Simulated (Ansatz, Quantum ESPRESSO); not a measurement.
# 2H-CrSSe, 1 layer: response to a perpendicular field, part 3 of 6

Aim: how 2H-CrSSe, 1 layer screens a field along its normal, and what the field does to its bands.

Quantum ESPRESSO 7.5; plane-wave DFT, PBE, GBRV ultrasoft pseudopotentials; geometry and cross-check by Ansatz 0.2.0 with PAW datasets.

So far. Step 3 (SCF with pw.x: no field): The run needed 15 iterations to bring the estimated error under 1e-09 Ry; the largest force on any atom, held or free, is 0.01 eV/Å. Step 4 (Potential by pp.x): The vacuum is flat to 0.1 meV/Å, so its level is well defined. Inside the slab the curve depends on the local part of the pseudopotentials; only the vacuum level has a meaning of its own.

**5. Band structure: no field**

The density is frozen and the levels are solved along a path.

Input file f0.bands.in:

```
&control
  prefix = 'f0.bands'
  outdir = './out'
  pseudo_dir = './pseudo'
  calculation = 'bands'
  tefield = .true.
  dipfield = .true.
/
&system
  ibrav = 0
  nat = 3
  ntyp = 3
  ecutwfc = 40
  ecutrho = 200
  occupations = 'smearing'
  smearing = 'fd'
  degauss = 0.004
  edir = 3
  emaxpos = 0.97
  eopreg = 0.04
  eamp = 0.0
  nbnd = 19
/
&electrons
  conv_thr = 1e-07
  mixing_beta = 0.4
  electron_maxstep = 120
  mixing_mode = 'local-TF'
/
ATOMIC_SPECIES
  Se  78.9710  se_pbe_v1.uspp.F.UPF
  Cr  51.9961  cr_pbe_v1.5.uspp.F.UPF
  S   32.0600  s_pbe_v1.4.uspp.F.UPF
CELL_PARAMETERS angstrom
  3.12657478435047 0.00000000000000 0.00000000000000
  -1.56328739217524 2.70769319007936 0.00000000000000
  0.00000000000000 0.00000000000000 20.14846134910000
ATOMIC_POSITIONS crystal
  Se  0.333333333333 0.666666666667 0.424896830027
  Cr  -0.000000000000 -0.000000000000 0.504967655179
  S   0.333333333333 0.666666666667 0.575801009293
K_POINTS crystal_b
4
  0.0000000000 0.0000000000 0.0000000000 14
  0.5000000000 0.0000000000 0.0000000000 14
  0.3333333333 0.3333333333 0.0000000000 14
  0.0000000000 0.0000000000 0.0000000000 1
```

Started as:

```sh
cp -r out/f0.save out/f0.bands.save
cp out/f0.xml out/f0.bands.xml
OMP_NUM_THREADS=1 mpirun -n 4 pw.x -nk 4 -in f0.bands.in > f0.bands.out
```

Log:

```text
[banner, memory and clock lines left out]
Program PWSCF v.7.5 starts

          URL

     Presently no symmetry can be used with electric field

     Atomic positions and unit cell read from directory:
     ./out/f0.bands.save/

     G-vector sticks info

     bravais-lattice index     =            0
     lattice parameter (alat)  =       5.9084  a.u.
     unit-cell volume          =    1151.0833 (a.u.)^3
     number of atoms/cell      =            3
     number of atomic types    =            3
     number of electrons       =        26.00
     number of Kohn-Sham states=           19
     kinetic-energy cutoff     =      40.0000  Ry
     charge density cutoff     =     200.0000  Ry
     Exchange-correlation=  SLA  PW   PBX  PBC
                           (   1   4   3   4   0   0   0)

     celldm(1)=   5.908370  celldm(2)=   0.000000  celldm(3)=   0.000000
     celldm(4)=   0.000000  celldm(5)=   0.000000  celldm(6)=   0.000000

     crystal axes: (cart. coord. in units of alat)
               a(1) = (   1.000000   0.000000   0.000000 )
               a(2) = (  -0.500000   0.866025   0.000000 )
               a(3) = (   0.000000   0.000000   6.444260 )

     reciprocal axes: (cart. coord. in units 2 pi/alat)
               b(1) = (  1.000000  0.577350 -0.000000 )
               b(2) = (  0.000000  1.154701  0.000000 )
               b(3) = (  0.000000 -0.000000  0.155177 )

     PseudoPot. # 1 for Se read from file:
     ./pseudo/se_pbe_v1.uspp.F.UPF
     Pseudo is Ultrasoft + core correction, Zval =  6.0
     Generated by new atomic code, or converted to UPF format
     Using radial grid of  877 points,  6 beta functions with:
                l(1) =   0
                l(2) =   0
                l(3) =   1
                l(4) =   1
                l(5) =   2
                l(6) =   2
     Q(r) pseudized with  8 coefficients,  rinner =    1.300   1.300   1.300
                                                       1.300   1.300

     PseudoPot. # 2 for Cr read from file:
     ./pseudo/cr_pbe_v1.5.uspp.F.UPF
     Pseudo is Ultrasoft + core correction, Zval = 14.0
     Generated by new atomic code, or converted to UPF format
     Using radial grid of  857 points,  6 beta functions with:
                l(1) =   0
                l(2) =   0
                l(3) =   1
                l(4) =   1
                l(5) =   2
                l(6) =   2
     Q(r) pseudized with  8 coefficients,  rinner =    0.950   0.950   0.950
                                                       0.950   0.950

     PseudoPot. # 3 for S  read from file:
     ./pseudo/s_pbe_v1.4.uspp.F.UPF
     Pseudo is Ultrasoft + core correction, Zval =  6.0
     Generated by new atomic code, or converted to UPF format
     Using radial grid of  907 points,  6 beta functions with:
                l(1) =   0
                l(2) =   0
                l(3) =   1
                l(4) =   1
                l(5) =   2
                l(6) =   2
     Q(r) pseudized with  8 coefficients,  rinner =    1.300   1.300   1.300
                                                       1.300   1.300

     atomic species   valence    mass     pseudopotential
     Se                6.00    78.97100     Se( 1.00)
     Cr               14.00    51.99610     Cr( 1.00)
     S                 6.00    32.06000     S ( 1.00)

     No symmetry found

   Cartesian axes

     site n.     atom                  positions (alat units)
         1        Se     tau(   1) = (  -0.0000000   0.5773503   2.7381457  )
         2        Cr     tau(   2) = (   0.0000000   0.0000000   3.2541429  )
         3        S      tau(   3) = (  -0.0000000   0.5773503   3.7106115  )

     number of k points=    43  Fermi-Dirac smearing, width (Ry)=  0.0040
                       cart. coord. in units 2pi/alat
        k(    1) = (   0.0000000   0.0000000   0.0000000), wk =   0.0465116
        k(    2) = (   0.0357143   0.0206197   0.0000000), wk =   0.0465116
        k(    3) = (   0.0714286   0.0412393   0.0000000), wk =   0.0465116
        k(    4) = (   0.1071429   0.0618590   0.0000000), wk =   0.0465116
        k(    5) = (   0.1428571   0.0824786   0.0000000), wk =   0.0465116
        k(    6) = (   0.1785714   0.1030983   0.0000000), wk =   0.0465116
        k(    7) = (   0.2142857   0.1237179   0.0000000), wk =   0.0465116
        k(    8) = (   0.2500000   0.1443376   0.0000000), wk =   0.0465116
        k(    9) = (   0.2857143   0.1649572   0.0000000), wk =   0.0465116
        k(   10) = (   0.3214286   0.1855769   0.0000000), wk =   0.0465116
        k(   11) = (   0.3571429   0.2061965   0.0000000), wk =   0.0465116
        k(   12) = (   0.3928571   0.2268162   0.0000000), wk =   0.0465116
        k(   13) = (   0.4285714   0.2474358   0.0000000), wk =   0.0465116
        k(   14) = (   0.4642857   0.2680555   0.0000000), wk =   0.0465116
        k(   15) = (   0.5000000   0.2886751   0.0000000), wk =   0.0465116
        k(   16) = (   0.4880952   0.3092948   0.0000000), wk =   0.0465116
        k(   17) = (   0.4761905   0.3299144   0.0000000), wk =   0.0465116
        k(   18) = (   0.4642857   0.3505341   0.0000000), wk =   0.0465116
        k(   19) = (   0.4523810   0.3711537   0.0000000), wk =   0.0465116
        k(   20) = (   0.4404762   0.3917734   0.0000000), wk =   0.0465116
        k(   21) = (   0.4285714   0.4123930   0.0000000), wk =   0.0465116
        k(   22) = (   0.4166667   0.4330127   0.0000000), wk =   0.0465116
        k(   23) = (   0.4047619   0.4536324   0.0000000), wk =   0.0465116
        k(   24) = (   0.3928571   0.4742520   0.0000000), wk =   0.0465116
        k(   25) = (   0.3809524   0.4948717   0.0000000), wk =   0.0465116
        k(   26) = (   0.3690476   0.5154913   0.0000000), wk =   0.0465116
        k(   27) = (   0.3571429   0.5361110   0.0000000), wk =   0.0465116
        k(   28) = (   0.3452381   0.5567306   0.0000000), wk =   0.0465116
        k(   29) = (   0.3333333   0.5773503   0.0000000), wk =   0.0465116
        k(   30) = (   0.3095238   0.5361110   0.0000000), wk =   0.0465116
        k(   31) = (   0.2857143   0.4948717   0.0000000), wk =   0.0465116
        k(   32) = (   0.2619048   0.4536324   0.0000000), wk =   0.0465116
        k(   33) = (   0.2380952   0.4123930   0.0000000), wk =   0.0465116
        k(   34) = (   0.2142857   0.3711537   0.0000000), wk =   0.0465116
        k(   35) = (   0.1904762   0.3299144   0.0000000), wk =   0.0465116
        k(   36) = (   0.1666667   0.2886751   0.0000000), wk =   0.0465116
        k(   37) = (   0.1428571   0.2474358   0.0000000), wk =   0.0465116
        k(   38) = (   0.1190476   0.2061965   0.0000000), wk =   0.0465116
[...]
k = 0.3571 0.2062 0.0000 (  4910 PWs)   bands (ev):

   -72.5173 -43.9132 -43.8822 -43.8509 -14.1629 -13.1873  -6.2208  -5.2700
    -4.9183  -3.2375  -2.5518  -1.9337  -1.6847   0.3512   0.4056   1.5806
     2.2568   5.2942   6.1127

          k = 0.3929 0.2268 0.0000 (  4922 PWs)   bands (ev):

   -72.5165 -43.9211 -43.8808 -43.8528 -13.9382 -13.0361  -6.5839  -5.5695
    -4.8244  -3.3213  -2.5744  -1.8537  -1.6888   0.2870   0.3654   1.7522
     2.2728   4.8882   6.4140

          k = 0.4286 0.2474 0.0000 (  4910 PWs)   bands (ev):

   -72.5159 -43.9271 -43.8797 -43.8543 -13.7545 -12.9149  -6.8819  -5.8088
    -4.7423  -3.3837  -2.5863  -1.7909  -1.6624   0.2005   0.3785   1.8953
     2.2830   4.5206   6.5416

          k = 0.4643 0.2681 0.0000 (  4924 PWs)   bands (ev):

   -72.5155 -43.9308 -43.8790 -43.8552 -13.6327 -12.8361  -7.0771  -5.9606
    -4.6921  -3.4222  -2.5914  -1.7508  -1.6299   0.1480   0.3868   1.9903
     2.2886   4.2778   6.4807

          k = 0.5000 0.2887 0.0000 (  4940 PWs)   bands (ev):

   -72.5154 -43.9320 -43.8787 -43.8555 -13.5899 -12.8086  -7.1452  -6.0125
    -4.6756  -3.4351  -2.5928  -1.7370  -1.6156   0.1304   0.3896   2.0235
     2.2904   4.1934   6.4585

          k = 0.4881 0.3093 0.0000 (  4932 PWs)   bands (ev):

   -72.5154 -43.9319 -43.8787 -43.8558 -13.5866 -12.8060  -7.1373  -6.0093
    -4.6738  -3.4474  -2.5922  -1.8596  -1.5288   0.1329   0.3927   2.0268
     2.2562   4.2028   6.5243

          k = 0.4762 0.3299 0.0000 (  4932 PWs)   bands (ev):

   -72.5153 -43.9313 -43.8786 -43.8568 -13.5767 -12.7982  -7.1137  -5.9996
    -4.6687  -3.4833  -2.5916  -2.0611  -1.4303   0.1388   0.4031   2.0326
     2.1660   4.2292   6.7126

          k = 0.4643 0.3505 0.0000 (  4932 PWs)   bands (ev):

   -72.5153 -43.9305 -43.8785 -43.8586 -13.5605 -12.7855  -7.0745  -5.9839
    -4.6605  -3.5405  -2.5986  -2.2930  -1.3542   0.1436   0.4239   1.9842
     2.0951   4.2682   6.9880

          k = 0.4524 0.3712 0.0000 (  4936 PWs)   bands (ev):

   -72.5152 -43.9293 -43.8783 -43.8609 -13.5385 -12.7683  -7.0197  -5.9627
    -4.6501  -3.6160  -2.6700  -2.4917  -1.2965   0.1423   0.4580   1.8358
     2.1098   4.3162   7.1837

          k = 0.4405 0.3918 0.0000 (  4952 PWs)   bands (ev):

   -72.5151 -43.9278 -43.8781 -43.8638 -13.5113 -12.7470  -6.9497  -5.9370
    -4.6384  -3.7058  -2.9159  -2.5403  -1.2513   0.1319   0.5061   1.6712
     2.1426   4.3712   7.2750

          k = 0.4286 0.4124 0.0000 (  4942 PWs)   bands (ev):

   -72.5149 -43.9259 -43.8779 -43.8672 -13.4798 -12.7226  -6.8647  -5.9079
    -4.6274  -3.8057  -3.2169  -2.5500  -1.2138   0.1121   0.5660   1.5131
     2.1818   4.4321   7.3592

          k = 0.4167 0.4330 0.0000 (  4946 PWs)   bands (ev):

   -72.5148 -43.9238 -43.8777 -43.8709 -13.4452 -12.6958  -6.7650  -5.8771
    -4.6204  -3.9110  -3.5268  -2.5570  -1.1798   0.0841   0.6341   1.3711
     2.2241   4.4986   7.4151

          k = 0.4048 0.4536 0.0000 (  4950 PWs)   bands (ev):

   -72.5147 -43.9215 -43.8774 -43.8750 -13.4087 -12.6677  -6.6512  -5.8465
    -4.6253  -4.0166  -3.8269  -2.5658  -1.1467   0.0498   0.7062   1.2503
     2.2671   4.5705   7.2524

          k = 0.3929 0.4743 0.0000 (  4954 PWs)   bands (ev):

   -72.5145 -43.9189 -43.8793 -43.8772 -13.3719 -12.6397  -6.5239  -5.8183
    -4.6618  -4.1174  -4.0898  -2.5768  -1.1131   0.0113   0.7776   1.1533
     2.3085   4.6470   6.9264

          k = 0.3810 0.4949 0.0000 (  4964 PWs)   bands (ev):

   -72.5144 -43.9161 -43.8836 -43.8769 -13.3368 -12.6130  -6.3841  -5.7949
    -4.7720  -4.2688  -4.2063  -2.5894  -1.0789  -0.0289   0.8428   1.0816
     2.3462   4.7258   6.6063

          k = 0.3690 0.5155 0.0000 (  4962 PWs)   bands (ev):

   -72.5143 -43.9133 -43.8878 -43.8767 -13.3053 -12.5894  -6.2335  -5.7782
    -4.9667  -4.3455  -4.2798  -2.6022  -1.0456  -0.0678   0.8932   1.0383
     2.3781   4.8027   6.3257

          k = 0.3571 0.5361 0.0000 (  4956 PWs)   bands (ev):

   -72.5142 -43.9105 -43.8917 -43.8766 -13.2798 -12.5705  -6.0756  -5.7695
    -5.1899  -4.3692  -4.3331  -2.6137  -1.0162  -0.1014   0.9174   1.0279
     2.4024   4.8694   6.1044

          k = 0.3452 0.5567 0.0000 (  4952 PWs)   bands (ev):

   -72.5142 -43.9081 -43.8948 -43.8765 -13.2627 -12.5579  -5.9224  -5.7691
    -5.3903  -4.3751  -4.3640  -2.6219  -0.9951  -0.1250   0.9205   1.0381
     2.4177   4.9138   5.9627

          k = 0.3333 0.5774 0.0000 (  4968 PWs)   bands (ev):

   -72.5141 -43.9071 -43.8960 -43.8764 -13.2565 -12.5534  -5.8339  -5.7766
    -5.4898  -4.3757  -4.3738  -2.6250  -0.9872  -0.1338   0.9200   1.0444
     2.4230   4.9276   5.9152

          k = 0.3095 0.5361 0.0000 (  4964 PWs)   bands (ev):

   -72.5142 -43.9099 -43.8921 -43.8766 -13.2857 -12.5742  -6.0334  -5.7597
    -5.2138  -4.3857  -4.3360  -2.6098  -1.0216  -0.0966   0.9053   1.0272
     2.4019   4.9165   6.0658

          k = 0.2857 0.4949 0.0000 (  4948 PWs)   bands (ev):

   -72.5145 -43.9131 -43.8852 -43.8771 -13.3814 -12.6410  -6.1998  -5.7031
    -4.7875  -4.4197  -4.2490  -2.5602  -1.1108   0.0002   0.7890   1.0411
     2.3434   4.9891   6.4005

          k = 0.2619 0.4536 0.0000 (  4930 PWs)   bands (ev):

   -72.5150 -43.9140 -43.8781 -43.8779 -13.5473 -12.7554  -6.2265  -5.5674
    -4.5096  -4.3141  -4.1342  -2.4769  -1.2176   0.1204   0.5998   1.0733
     2.2637   5.2012   6.7707

          k = 0.2381 0.4124 0.0000 (  4936 PWs)   bands (ev):

   -72.5158 -43.9121 -43.8795 -43.8706 -13.7745 -12.9114  -6.1202  -5.3388
    -4.6210  -4.0180  -3.8424  -2.3709  -1.3101   0.2345   0.4122   1.0818
     2.1892   5.5266   6.7314

          k = 0.2143 0.3712 0.0000 (  4928 PWs)   bands (ev):

   -72.5168 -43.9072 -43.8813 -43.8636 -14.0452 -13.0982  -5.9140  -5.0206
    -4.7693  -3.8774  -3.3942  -2.2614  -1.3719   0.2717   0.3412   1.0507
     2.1426   5.8311   6.3768

          k = 0.1905 0.3299 0.0000 (  4928 PWs)   bands (ev):

   -72.5179 -43.8996 -43.8834 -43.8571 -14.3381 -13.3026  -5.6819  -4.8981
    -4.6251  -3.7233  -2.9933  -2.1683  -1.3968   0.2302   0.4344   0.9910
     2.1256   5.5971   6.4054

          k = 0.1667 0.2887 0.0000 (  4920 PWs)   bands (ev):

   -72.5191 -43.8898 -43.8857 -43.8512 -14.6334 -13.5113  -5.6016  -4.8374
    -4.1898  -3.5446  -2.6893  -2.0972  -1.3779   0.2734   0.5654   0.9335
     2.1207   5.1609   6.0361

          k = 0.1429 0.2474 0.0000 (  4912 PWs)   bands (ev):

   -72.5205 -43.8881 -43.8787 -43.8460 -14.9149 -13.7127  -5.7367  -4.5395
    -3.7678  -3.3223  -2.5275  -2.0295  -1.3083   0.3793   0.7732   0.9117
     2.1082   4.7517   5.6229

          k = 0.1190 0.2062 0.0000 (  4880 PWs)   bands (ev):

   -72.5218 -43.8905 -43.8670 -43.8416 -15.1699 -13.8971  -5.9377  -4.1670
    -3.4368  -3.0479  -2.4703  -1.9688  -1.2020   0.5526   0.9498   1.0528
     2.0781   4.3948   5.2577

          k = 0.0952 0.1650 0.0000 (  4886 PWs)   bands (ev):

   -72.5229 -43.8927 -43.8557 -43.8379 -15.3892 -14.0570  -6.1349  -3.8039
    -3.2009  -2.8512  -2.3685  -1.9362  -1.0966   0.8210   1.0705   1.3481
     2.0347   4.0970   4.9535

          k = 0.0714 0.1237 0.0000 (  4864 PWs)   bands (ev):

   -72.5240 -43.8946 -43.8458 -43.8351 -15.5659 -14.1867  -6.3033  -3.4869
    -3.0244  -2.8271  -2.1699  -1.9225  -1.0221   1.1780   1.2766   1.5990
     2.0010   3.8605   4.7142

          k = 0.0476 0.0825 0.0000 (  4856 PWs)   bands (ev):

   -72.5247 -43.8960 -43.8381 -43.8331 -15.6952 -14.2821  -6.4305  -3.2322
    -2.9130  -2.8588  -2.0016  -1.9084  -0.9829   1.4701   1.6308   1.7332
     2.0292   3.6855   4.5416

          k = 0.0238 0.0412 0.0000 (  4865 PWs)   bands (ev):

   -72.5252 -43.8969 -43.8332 -43.8319 -15.7740 -14.3403  -6.5094  -3.0436
    -2.8989  -2.8701  -1.9068  -1.8886  -0.9678   1.6655   1.7449   1.9933
     2.1061   3.5729   4.4369

          k = 0.0000 0.0000 0.0000 (  4871 PWs)   bands (ev):

   -72.5254 -43.8973 -43.8315 -43.8315 -15.8004 -14.3599  -6.5360  -2.9331
    -2.9089  -2.9089  -1.8780  -1.8780  -0.9644   1.7417   1.7417   2.1408
     2.1408   3.5319   4.4015

     XML data file, pseudopotentials, collected wavefunctions

                                        0.00s GPU  (     788 calls)
[key lines of the parts left out:]
Dipole field         -0.0008 Ry au,
```

The job ended after 22 s (4 MPI ranks of Arm Neoverse V1, shared host; peak memory 0.29 GiB; 89 s of CPU time).

This step gave:

| Quantity | Value |
| --- | --- |
| valence top, on the run's zero | -0.9644 eV |
| gap by band count | 0.8306 eV |

Band numbers count within the set of bands kept for display. The electronic bands at the labelled points (eV, zero at the highest filled level of the SCF mesh; v1 is the highest filled band, c1 the lowest empty one):

```csv
point,v4,v3,v2,v1,c1,c2,c3,c4
Γ,-1.94,-0.91,-0.91,0.00,2.71,2.71,3.11,3.11
halfway,-1.96,-1.42,-1.22,-0.45,1.37,1.89,2.08,3.13
M,-2.47,-1.63,-0.77,-0.65,1.09,1.35,2.99,3.25
halfway,-2.95,-2.56,-1.59,-0.22,1.05,1.60,2.34,3.19
K,-3.41,-3.41,-1.66,-0.02,0.83,1.88,2.01,3.39
halfway,-2.58,-1.72,-1.13,-0.41,1.24,1.53,1.90,3.09
Γ,-1.94,-0.91,-0.91,0.00,2.71,2.71,3.11,3.11
```

Along this path the valence top lies at Γ and the conduction bottom at K. The valence levels at Γ and K lie only 0.02 eV apart, so strain, functional or spin-orbit coupling can change their order.

**6. Self-consistent run: field 0.1 V/Å**

eamp is the field in Hartree atomic units (1 a.u. = 51.42 V/Å). With dipfield on, it is the field in the vacuum beside an isolated sheet. The run starts from the density of the one before.

Input file f1.in:

```
&control
  prefix = 'f1'
  outdir = './out'
  pseudo_dir = './pseudo'
  calculation = 'scf'
  tprnfor = .true.
  tefield = .true.
  dipfield = .true.
/
&system
  ibrav = 0
  nat = 3
  ntyp = 3
  ecutwfc = 40
  ecutrho = 200
  occupations = 'smearing'
  smearing = 'fd'
  degauss = 0.004
  edir = 3
  emaxpos = 0.97
  eopreg = 0.04
  eamp = 0.00194469
/
&electrons
  conv_thr = 1e-09
  mixing_beta = 0.4
  electron_maxstep = 120
  mixing_mode = 'plain'
  startingpot = 'file'
/
ATOMIC_SPECIES
  Se  78.9710  se_pbe_v1.uspp.F.UPF
  Cr  51.9961  cr_pbe_v1.5.uspp.F.UPF
  S   32.0600  s_pbe_v1.4.uspp.F.UPF
CELL_PARAMETERS angstrom
  3.12657478435047 0.00000000000000 0.00000000000000
  -1.56328739217524 2.70769319007936 0.00000000000000
  0.00000000000000 0.00000000000000 20.14846134910000
ATOMIC_POSITIONS crystal
  Se  0.333333333333 0.666666666667 0.424896830027
  Cr  -0.000000000000 -0.000000000000 0.504967655179
  S   0.333333333333 0.666666666667 0.575801009293
K_POINTS automatic
  12 12 1 0 0 0
```

Started as:

```sh
cp -r out/f0.save out/f1.save
OMP_NUM_THREADS=1 mpirun -n 4 pw.x -nk 4 -in f1.in > f1.out
```

Log:

```text
[banner, memory and clock lines left out]
Program PWSCF v.7.5 starts
[...]
number of electrons       =        26.00
     number of Kohn-Sham states=           17
     kinetic-energy cutoff     =      40.0000  Ry
     charge density cutoff     =     200.0000  Ry
[...]
number of k points=    74  Fermi-Dirac smearing, width (Ry)=  0.0040
[...]
Dense  grid:    54921 G-vectors     FFT dimensions: (  27,  27, 180)
[...]
The initial density is read from file :
[...]
negative rho (up, down):  3.210E-03 0.000E+00
[...]
Starting wfcs are   18 randomized atomic wfcs
[...]
negative rho (up, down):  3.210E-03 0.000E+00
[...]
estimated scf accuracy    <       0.00983950 Ry
[...]
negative rho (up, down):  3.250E-03 0.000E+00
[...]
estimated scf accuracy    <       0.15193399 Ry
[...]
negative rho (up, down):  3.233E-03 0.000E+00
[...]
estimated scf accuracy    <       0.00140629 Ry
[...]
negative rho (up, down):  3.220E-03 0.000E+00
[...]
estimated scf accuracy    <       0.00000586 Ry
[...]
negative rho (up, down):  3.214E-03 0.000E+00
[...]
estimated scf accuracy    <       0.00000587 Ry
[...]
negative rho (up, down):  3.211E-03 0.000E+00
[...]
estimated scf accuracy    <       0.00000028 Ry
[...]
negative rho (up, down):  3.210E-03 0.000E+00
[...]
estimated scf accuracy    <       0.00000001 Ry
[...]
negative rho (up, down):  3.209E-03 0.000E+00
[...]
estimated scf accuracy    <          2.6E-09 Ry
[...]
negative rho (up, down):  3.208E-03 0.000E+00
[...]
Computed dipole along edir(3) :
        Dipole               -0.0273 Ry au,         -0.0694 Debye
        Dipole field         -0.0003 Ry au,
        E field amplitude [Ha a.u.]:  1.9447E-03
        Potential amp.        0.1640 Ry
        Total length         36.5521 bohr
[...]
the Fermi energy is    -0.5115 ev
!    total energy              =    -243.31999662 Ry
     estimated scf accuracy    <          3.8E-10 Ry
     smearing contrib. (-TS)   =      -0.00000313 Ry
     internal energy E=F+TS    =    -243.31999349 Ry
[...]
one-electron contribution =   -1241.30981297 Ry
     hartree contribution      =     621.28140658 Ry
     xc contribution           =     -60.61962249 Ry
     ewald contribution        =     437.32792101 Ry
     electric field correction =       0.00011438 Ry
     convergence has been achieved in   9 iterations
     negative rho (up, down):  3.208E-03 0.000E+00
[...]
Total force =     0.000247     Total SCF correction =     0.000092
[...]
```

It took 37 s on 4 MPI ranks; peak memory 0.4 GiB; 2.5 min of CPU time.

This step gave:

```
free energy                          : -3310.5372 eV
Fermi energy                         : -0.5115 eV
dipole along the normal              : -0.01445 e·Å
valence top, on the run's zero       : -0.9489 eV
conduction bottom, on the run's zero : -0.1249 eV
gap by band count                    : 0.8240 eV
```

The dipole goes from -0.0391 to -0.0144 e Å, 0.2461 e Å per V/Å.

**7. Potential by pp.x**

Input file f1.pot.in:

```
&inputpp
  prefix = 'f1'
  outdir = './out'
  filplot = 'f1.pot.dat'
  plot_num = 11
/
```

Started as:

```sh
OMP_NUM_THREADS=1 mpirun -n 4 pp.x -in f1.pot.in > f1.pot.out
```

Elapsed: 1.1 s, on 4 MPI ranks; peak memory 0.1 GiB; 4.2 s of CPU time.

Read from the output:

- slope of the potential above: 0.1000 eV/Å
- upper vacuum line continued to the top atoms, over the valence top: 5.865 eV
- slope of the potential below: 0.09996 eV/Å
- lower vacuum line continued to the bottom atoms, over the valence top: 5.252 eV

The slope in the vacuum is 0.100 eV/Å for an applied 0.10 V/Å, as it should be.

(Continued in part 4 of 6.)

[Logs are printed without paths, hosts, clocks, repeated set-up lines and the standing remarks that a program may print on its own settings, such as how far it seeks lower states.]

[Hosts, paths, dates, database ids (printed as entryN), source tags and the programs' standing remarks are cut or masked in the printed files.]

[Maps of the electrostatic potential energy from Ansatz leave out the sawtooth potential of an applied field or a dipole correction, so their vacuum need not be flat; planar profiles and work functions include it.]
